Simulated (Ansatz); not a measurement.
**Quasiparticle gap of BiB (4H polytype) (P6_3mc)**

Wanted: the gap of BiB (4H polytype) (P6_3mc) with a many-body correction, and the time that it takes.

Main program and level: Ansatz 0.2.0; PBE, then G0W0 on it, plane waves, PAW.

Most raw output is cut from this account.

The structure was built from a prototype and need not be the compound's stable phase.

In doubt: the program warns that the response may not be converged on this k-mesh (in some of the runs), which bears on dielectric and field responses; masses and optical values from hybrid runs of this build are listed as unsure (in some of the runs), which bears on the screening that GW takes from such a start.

### 1. Starting point

Symmetry: P6_3mc, No. 186, hexagonal system. The conventional cell has a = 3.786 Å, b = 3.786 Å, c = 12.364 Å, α = 90.00°, β = 90.00°, γ = 120.00°. Nearest to B lie 4 Bi at 2.32 Å. Nearest to Bi lie 4 B at 2.32 Å. Nearest to Bi lie 4 B at 2.32 Å. It derives from B1Bi1. Farther neighbours are not listed.

Structure file:

```cif
data_structure
_symmetry_space_group_name_H-M 'P6_3mc'
_symmetry_Int_Tables_number 186
_cell_length_a 3.7856
_cell_length_b 3.7856
_cell_length_c 12.3638
_cell_angle_alpha 90.000
_cell_angle_beta 90.000
_cell_angle_gamma 120.000
_cell_volume 153.44
loop_
_atom_site_label
_atom_site_type_symbol
_atom_site_symmetry_multiplicity
_atom_site_Wyckoff_symbol
_atom_site_fract_x
_atom_site_fract_y
_atom_site_fract_z
_atom_site_occupancy
B1 B 2 a 0.00000 0.00000 0.00000 1
B2 B 2 b 0.33333 0.66667 0.25000 1
Bi1 Bi 2 a 0.00000 0.00000 0.18750 1
Bi2 Bi 2 b 0.33333 0.66667 0.43750 1
```

The start is a generated structure, not a measured one. The structure type comes from a generator and need not be one that this composition takes. Spin-orbit coupling is left out unless a step names it. The default PAW set here is soft_2. Its files were made with PBE.

### 2. Relaxing the structure

The structure is relaxed first.

This step: DFT, PBE, plane waves, PAW.

File input.yaml:

```yaml
crystal:
  lattice:
    - [3.7856047478, 0.0, 0.0]
    - [-1.8928023739, 3.2784298803, 0.0]
    - [0.0, 0.0, 12.3637851064]
  atoms:
    - { symbol: B, position: [0.0, 0.0, 0.0] }
    - { symbol: B, position: [0.3333333333, 0.6666666667, 0.25] }
    - { symbol: B, position: [0.0, 0.0, 0.5] }
    - { symbol: B, position: [0.6666666667, 0.3333333333, 0.75] }
    - { symbol: Bi, position: [0.0, 0.0, 0.1875] }
    - { symbol: Bi, position: [0.3333333333, 0.6666666667, 0.4375] }
    - { symbol: Bi, position: [0.0, 0.0, 0.6875] }
    - { symbol: Bi, position: [0.6666666667, 0.3333333333, 0.9375] }
kpoints:
  mp_grid: { grid: [6, 6, 2] }
hamiltonian:
  xc: pbe
scf:
  occupations: { method: fermi_dirac, width: 0.02 }
relax:
  f_tol: 0.01
  max_steps: 100
  cell: {}
```

The run is started by

```console
> ansatz run input.yaml --threads 8 --pin off --max-ram 17510MiB --backend cpu --events-out ev --progress --plain --runs-dir out
```

It took 5.9 s on 8 threads of Arm Neoverse V2, shared host; peak memory 0.59 GiB.

Step by step:

```csv
step,energy less that of the first step (eV),largest force component (eV/Å),pressure (GPa),volume (Å³)
1,0.0000,0.1215,8.12,153.44
2,-0.2723,0.0850,-2.38,174.12
3,-0.3229,0.0572,-0.57,169.07
4,-0.3279,0.0044,0.01,167.70
5*,-0.3369,0.0046,0.04,167.70
```

Relaxation steps marked * repeat the geometry before them on a plane-wave basis chosen anew for their cell, so energy and pressure can jump there.

The run keeps the 12 symmetry operations that it works with, so distortions that break them were not tested.

```csv
"conventional cell, symmetrised",before,after,change
a (Å),3.786,3.896,+2.9 %
b (Å),3.786,3.896,+2.9 %
c (Å),12.364,12.760,+3.2 %
volume (Å³/atom),19.18,20.96,+9.3 %
```

### 3. The PBE band structure

Levels along a band path and on the mesh show where this functional puts the band edges.

File input.yaml:

```yaml
crystal:
  lattice:
    - [3.8956272968, 0.0, 0.0]
    - [-1.9478136484, 3.3737122027, 0.0]
    - [0.0, 0.0, 12.7602919113]
  atoms:
    - { symbol: B, position: [0.0, 0.0, 0.0004571309] }
    - { symbol: B, position: [0.3333333333, 0.6666666667, 0.2494352804] }
    - { symbol: B, position: [0.0, 0.0, 0.5004571309] }
    - { symbol: B, position: [0.6666666667, 0.3333333333, 0.7494352804] }
    - { symbol: Bi, position: [0.0, 0.0, 0.187221663] }
    - { symbol: Bi, position: [0.3333333333, 0.6666666667, 0.4378859257] }
    - { symbol: Bi, position: [0.0, 0.0, 0.687221663] }
    - { symbol: Bi, position: [0.6666666667, 0.3333333333, 0.9378859257] }
kpoints:
  mp_grid: { grid: [12, 12, 2] }
  band_path:
    path:
      - [[0.0, 0.0, 0.0], [0.5, 0.0, 0.0], [0.33333333, 0.33333333, 0.0], [0.0, 0.0, 0.0], [0.0, 0.0, 0.5], [0.5, 0.0, 0.5], [0.33333333, 0.33333333, 0.5], [0.0, 0.0, 0.5]]
      - [[0.5, 0.0, 0.5], [0.5, 0.0, 0.0]]
      - [[0.33333333, 0.33333333, 0.5], [0.33333333, 0.33333333, 0.0]]
    npoints: 10
hamiltonian:
  xc: pbe
scf:
  occupations: { method: fermi_dirac, width: 0.02 }
  n_extra_bands: 6
output:
  eigenvalues: true
  forces: true
  stress: true
  write_density: true
  write_potential: true
  elf: true
  volumetric_format: npy
```

The job ended after 8.9 s (8 threads; peak memory 0.9 GiB; 69 s of CPU time).

Numbers from this step:

| Property | Result |
| --- | --- |
| pressure | 0.1335 GPa |
| filled bands | 36 |
| gap | 0.1856 eV |
| valence top at | Γ |
| conduction bottom at | k = (0.000, 0.000, 0.050) |
| least direct gap | 0.1895 eV |

Over mesh and path the gap is 0.186 eV, from k = Γ to k = (0.000, 0.000, 0.050). The least direct gap found is 0.189 eV, at k = Γ.

The electronic bands at the labelled points (eV, zero at the top of the highest nominally filled band):

```csv
point,band 33,band 34,band 35,band 36,band 37,band 38,band 39,band 40
Γ,-0.96,-0.11,0.00,0.00,0.19,0.23,0.53,0.89
halfway,-1.99,-1.97,-1.27,-0.94,1.07,1.20,1.40,2.02
M,-2.67,-2.64,-2.01,-1.63,0.44,0.54,0.75,1.56
halfway,-3.09,-2.99,-2.38,-2.29,1.14,1.39,2.20,2.65
K,-3.77,-2.94,-2.94,-2.24,1.50,2.18,2.18,2.75
halfway,-2.85,-2.48,-1.92,-1.31,1.91,1.95,2.09,2.35
Γ,-0.96,-0.11,0.00,0.00,0.19,0.23,0.53,0.89
halfway,-0.67,-0.67,-0.10,-0.10,0.21,0.44,0.86,1.00
A,-0.36,-0.36,-0.36,-0.36,0.30,0.30,1.11,1.11
halfway,-1.66,-1.66,-1.30,-1.30,0.84,0.84,1.75,1.75
L,-2.76,-2.76,-1.99,-1.99,0.77,0.77,1.37,1.37
halfway,-3.32,-3.32,-2.35,-2.35,1.79,1.79,2.00,2.00
H,-3.06,-3.06,-2.70,-2.70,1.51,1.51,2.54,2.54
halfway,-2.34,-2.34,-1.49,-1.49,1.51,1.51,2.40,2.40
A,-0.36,-0.36,-0.36,-0.36,0.30,0.30,1.11,1.11
jump to L,-2.76,-2.76,-1.99,-1.99,0.77,0.77,1.37,1.37
halfway,-2.79,-2.33,-2.30,-1.73,0.65,0.69,0.89,1.48
M,-2.67,-2.64,-2.01,-1.63,0.44,0.54,0.75,1.56
jump to H,-3.06,-3.06,-2.70,-2.70,1.51,1.51,2.54,2.54
halfway,-3.57,-2.81,-2.81,-2.51,1.76,1.76,1.83,3.16
K,-3.77,-2.94,-2.94,-2.24,1.50,2.18,2.18,2.75
```

ELF in the ac plane at fractional y = 0.000, with atoms of B and Bi within 0.2 Å of it. It is the smooth field of the valence electrons, not physical close to the nuclei.

Ten even steps from '_' (0.04) to '@' (0.75), each cell a mean:
```
::++@@@@##++======**%%@@%%==
**######++++++++++++**######
::::::::--========----::::::
________..::------::..______
::::::::::--====----::::::::
++++==++++****++****++==++++
..::==++++**********++++--::
..__--++++++======++++==::__
----++++==::......--==++==--
####**++--..______..--++**##
@@@@%%##==::..__..::++##@@@@
__::##%%##++----==++%%%%**..
::++@@@@##++======**%%@@%%==
**######++++++++++++**######
::::::::--========----::::::
________..::------::..______
::::::::::--====----::::::::
++++==++++****++****++==++++
..::==++++**********++++--::
..__--++++++======++++==::__
----++++==::......--==++==--
####**++--..______..--++**##
@@@@%%##==::..__..::++##@@@@
__::##%%##++----==++%%%%**..
```
Columns run along a (3.9 Å), rows up along c (12.8 Å). Atoms in or near the plane, at fractional coordinates: B at (0.00, 0.00), B at (0.00, 0.50), Bi at (0.00, 0.19), Bi at (0.00, 0.69).

Valence density in the ac plane at fractional y = 0.000, with atoms of B and Bi within 0.2 Å of it. It is the smooth field of the valence electrons, not physical close to the nuclei.

Ten steps, logarithmic in the rise over the least value, from '_' (0.0 e/Å³) to '@' (7.4 e/Å³), each cell a mean:
```
======----------------======
------::::----------::::----
..........::::::::::........
__________..........________
............................
++++==--::::::::::::::--==++
@@%%##++--::::::::--==++%%@@
@@@@%%**==::....::--==**%%@@
%%##**==::..____....--++##%%
====--::..__________..::--==
====--::....______..::----==
--====--::::::..::::----====
======----------------======
------::::----------::::----
..........::::::::::........
__________..........________
............................
++++==--::::::::::::::--==++
@@%%##++--::::::::--==++%%@@
@@@@%%**==::....::--==**%%@@
%%##**==::..____....--++##%%
====--::..__________..::--==
====--::....______..::----==
--====--::::::..::::----====
```
Columns run along a (3.9 Å), rows up along c (12.8 Å). Atoms in or near the plane, at fractional coordinates: B at (0.00, 0.00), B at (0.00, 0.50), Bi at (0.00, 0.19), Bi at (0.00, 0.69).

### 4. One-shot GW

G0W0 replaces the xc potential by a self-energy built once from the orbitals of the start. Levels are corrected in the window of bands that the input names, at points of the mesh.

This step: G0W0 on PBE, plane waves, PAW.

input.yaml, the sections that differ from step 3:

```yaml
kpoints:
  mp_grid: { grid: [6, 6, 2] }
scf:
  occupations: { method: fixed }
gw:
  n_empty_bands: 500
  ecut_chi: 120.0
  qp_bands: [v2, c2]
  qp_kpoints: band_edges
  screening: { model: contour_deformation }
# crystal, hamiltonian: as in step 3
# output: removed
```

Wall time 9.7 min (8 threads); peak memory 6.9 GiB; 71 min of CPU time.

Numbers from this step:

- bands summed: 536
- RPA ε∞ on this mesh (eigenvalues): 103.5, 283.4, 283.4
- plane waves in the screening matrix: 515
- q-points in the mesh: 72
- G0W0 gap over the corrected points: 0.4786 eV
- k of the valence top: 0, 0, 0
- k of the conduction bottom: 0, 0, 0
- starting gap on the mesh: 0.1879 eV
- Z at the valence top: 0.7363
- Z at the conduction bottom: 0.7380
- least direct G0W0 gap over the corrected points: 0.4786 eV

Over 9 of 14 irreducible mesh points the G0W0 gap is 0.479 eV, direct, at k = Γ. The PBE gap of this run on the mesh is 0.188 eV. The two states that bound the G0W0 gap lie that far apart at the start, so the correction of the gap is 0.479 − 0.188 = +0.291 eV. The start of this run differs from the step before in mesh (12×12×2 and 6×6×2) and occupations.

Labels follow the order of the start: v1 is the top filled band, c1 the lowest empty one; levels that stay degenerate share a row, the window can cut a multiplet, doubted levels are not marked in this list, bands outside the window were not corrected, and the list may be a part of the corrected levels. Levels before and after the correction, in eV, zero at the valence-band top of each column:

```csv
,conduction bottom,valence top
Kohn-Sham,0.19,0.00
G0W0,0.48,0.00
```

```csv
,level,occupation,energy (eV)
Kohn-Sham,Γ v2-v1,2,0.000
Kohn-Sham,Γ c1,0,0.188
Kohn-Sham,Γ c2,0,0.231
G0W0,Γ v2-v1,2,0.000
G0W0,Γ c1,0,0.479
G0W0,Γ c2,0,0.599
```

The parts of the quasiparticle energy for the two states that bound the G0W0 gap, in eV on the run's own scale (QP = start + Σx + Σc − Vxc, with Σc at the quasiparticle energy):

```csv
edge,k,band,start,Σx,Σc,Vxc,Z,QP
valence top,Γ,35,10.393,−14.761,0.365,−14.157,0.736,10.154
conduction bottom,Γ,37,10.581,−11.017,−3.525,−14.593,0.738,10.632
```

### 5. Spin-orbit coupling in PBE

This run has two-component orbitals with spin-orbit coupling.

This step: DFT, PBE with spin-orbit coupling, plane waves, PAW.

input.yaml, the sections that differ from step 4:

```yaml
kpoints:
  mp_grid: { grid: [12, 12, 2] }
  band_path:
    path:
      - [0.0, 0.0, 0.0]
      - [0.5, 0.0, 0.0]
      - [0.33333333, 0.33333333, 0.0]
      - [0.0, 0.0, 0.5]
      - [0.5, 0.0, 0.5]
      - [0.33333333, 0.33333333, 0.5]
      - [0.0, 0.0, 0.05]
    npoints: 1
scf:
  occupations: { method: fermi_dirac, width: 0.02 }
  n_extra_bands: 12
magnetization:
  noncollinear: true
  spin_orbit: true
output:
  eigenvalues: true
  forces: true
  stress: true
# crystal, hamiltonian: as in step 4
# gw: removed
```

Run time: 29 s. Hardware: 8 threads; peak memory 2.7 GiB.

Numbers from this step:

```
pressure             : 0.09493 GPa
gap                  : 0.01447 eV
valence top at       : Γ
conduction bottom at : k = (0.000, 0.000, 0.050)
least direct gap     : 0.01812 eV
```

Over mesh and listed points the gap is 0.014 eV, from k = Γ to k = (0.000, 0.000, 0.050). The least direct gap found is 0.018 eV, at k = (0.000, 0.000, 0.050). A gap this narrow can be one between bands that have crossed; their order was not checked. It is no wider than five times the smearing of 0.02 eV. PBE+SOC against PBE: 0.014 − 0.186 = −0.172 eV, with the same mesh, set of files (read in its fully relativistic form for the spin-orbit run) and cutoff, and both edges at the same k points. The spin-orbit run sees mesh and listed points alone, so its gap is an upper bound: the coupling can move an edge off these points, the more so as this crystal has no centre of inversion, and the change over the zone, its sign included where it is small, is not known. The order of the bands was not checked, so with a gap cut this far they may have crossed.

### 6. Side by side

Each gap is the least one over the points named; times are wall times on shared hosts, not benchmarks. A G0W0 time includes the run's own self-consistent start. Runs with listed points see these and the mesh alone, so an edge that moves elsewhere is missed. Rows marked * are further runs, not shown as steps, whose inputs differ from the G0W0 step on the same start in the columns given; solver thresholds can differ too. Rows marked ? have an edge level that the program doubts.

```csv
level,mesh,"files, cutoff","bands summed, screening",points,gap (eV),valence top,conduction bottom,least direct gap (eV),time
PBE,12×12×2,"soft_2 PAW, 420 eV",-,mesh and path,0.186,Γ,"(0.000, 0.000, 0.050)",0.189,8.9 s
PBE+SOC,12×12×2,"soft_2 PAW, 420 eV",-,mesh and listed points,0.014,Γ,"(0.000, 0.000, 0.050)",0.018,29 s
G0W0@PBE*?,6×6×2,"soft_2 PAW, 420 eV","118, 36 eV",9 of 14 irreducible mesh points,0.372,Γ,Γ,0.372,30 s
G0W0@PBE*,6×6×2,"soft_2 PAW, 420 eV","268, 72 eV",9 of 14 irreducible mesh points,0.466,Γ,Γ,0.466,1.8 min
G0W0@PBE,6×6×2,"soft_2 PAW, 420 eV","536, 120 eV",9 of 14 irreducible mesh points,0.479,Γ,Γ,0.479,9.7 min
G0W0@PBE*,6×6×2,"soft_2 PAW, 420 eV","536, 120 eV, plasmon pole",9 of 14 irreducible mesh points,0.525,Γ,Γ,0.525,5.7 min
```

### 7. What came out

| Quantity | Value |
| --- | --- |
| PBE gap over mesh and path | 0.186 eV, from k = Γ to k = (0.000, 0.000, 0.050) |
| G0W0@PBE gap over 9 of 14 irreducible mesh points | 0.479 eV, direct, at k = Γ |
| PBE+SOC gap over mesh and listed points | 0.014 eV |
| GW settings | 6×6×2 mesh, 500 empty bands, screening to 120 eV |
| known limits | finite bands, screening cutoff and k mesh; no spin-orbit coupling in G0W0; band order with spin-orbit coupling not checked; large ε∞ on the G0W0 mesh; screening cutoff under 40 eV in some runs |

**Reading.** Over 9 of 14 irreducible mesh points the G0W0 gap is 0.479 eV, direct, at k = Γ. The PBE gap of this run on the mesh is 0.188 eV. The two states that bound the G0W0 gap lie that far apart at the start, so the correction of the gap is 0.479 − 0.188 = +0.291 eV. The valence state moves by 10.154 − 10.393 = −0.239 eV and the conduction state by 10.632 − 10.581 = +0.051 eV, on the run's own scale; how far single levels stand from their limit in bands is not shown. Over mesh and path, PBE puts the conduction bottom at k = (0.000, 0.000, 0.050), where no G0W0 correction was computed. The G0W0 gap over the whole zone is therefore not known from this run; at its settings it can only be equal to or under the 0.479 eV found, and no correction is carried over from another point. For the start itself the gap is 0.186 eV over mesh and path and 0.188 eV on the mesh of the G0W0 run, in runs that differ in mesh (12×12×2 and 6×6×2) and occupations. From 118 bands and 36 eV to 536 bands and 120 eV the gap moves by 0.479 − 0.372 = +0.107 eV (rung by rung 0.372, 0.466, 0.479 eV); bands and screening cutoff rise together, so their parts are not told apart. An edge row is in doubt in the run with 118 bands, so no limit is drawn and it is not known. With the plasmon pole model in place of the contour deformation model and all else as in the G0W0@PBE row with 536 bands, the gap differs by 0.525 − 0.479 = +0.046 eV. G0W0 on other starts in this series, not shown as steps and not all at these settings: 0.738 eV on HSE06 (6×6×2, soft_2 PAW, 536 bands, 120 eV). PBE+SOC against PBE: 0.014 − 0.186 = −0.172 eV, with the same mesh, set of files (read in its fully relativistic form for the spin-orbit run) and cutoff, and both edges at the same k points. The spin-orbit run sees mesh and listed points alone, so its gap is an upper bound: the coupling can move an edge off these points, the more so as this crystal has no centre of inversion, and the change over the zone, its sign included where it is small, is not known. The order of the bands was not checked, so with a gap cut this far they may have crossed. What spin-orbit coupling does to the G0W0 levels was not computed, so no sum with the G0W0 gap is formed. The G0W0 runs are scalar-relativistic. With heavy atoms and a narrow start gap, spin-orbit coupling can change the order of the bands at the edges; the order was not checked, and the scalar-relativistic G0W0 gap may be a model value. The largest eigenvalue of the RPA ε∞ is large: 283 in G0W0@PBE (6×6×2, 536 bands), 294 in G0W0@PBE (6×6×2, 118 bands), 284 in G0W0@PBE (6×6×2, 268 bands) and 283 in G0W0@PBE (6×6×2, 536 bands). A perturbation-theory run of this series on PBE, not shown as a step (6×6×2 (response on 1944 points) mesh, soft_2 PAW), gives 17.5 and 17.6 (stated error 0.9), so a mesh with so large a value overstates the long-range screening, which bears on the G0W0 gap by an amount not known here. No pair of G0W0 runs that differ in the mesh alone is shown (6×6×2 is a supercell whose nearest images lie 23 Å apart), so the error from the mesh is not known here. G0W0 is shown with one set of atomic data (soft_2 PAW), so the error from the files is not known here. A screening cutoff under 40 eV is crude: G0W0@PBE with 118 bands at 36 eV. Failed or unusable runs on PBE in this series, left out of the table: G0W0@PBE (6×6×2 mesh, hard PAW files, 710 eV, 741 empty bands) reached its time limit after 4.5 min.

[Paths, hosts, dates, memory and timing lines, banners, echoed tables and standing remarks are left out of the program output.]

[Logs are printed without paths, hosts, clocks, repeated set-up lines and the standing remarks that a program may print on its own settings, such as how far it seeks lower states.]

[Runs of the session that timed out or met a known fault of the program may be left out.]

[Cells called generated may have been cut or substituted from an entry of the Crystallography Open Database or the Materials Project.]

[Hosts, paths, dates, database ids (printed as entryN), source tags and the programs' standing remarks are cut or masked in the printed files.]

[Where an RPA ε∞ is given, it is that of the G0W0 mesh and is not shown converged in it. Names of k-points follow the symmetry that the program found, which can be lower than the space group named. Band edges on a path are those of the sampled points; other points can move an edge, and change direct to indirect where valleys lie close.]

[Hybrid gaps are those of their k-mesh and are not shown converged in it.]
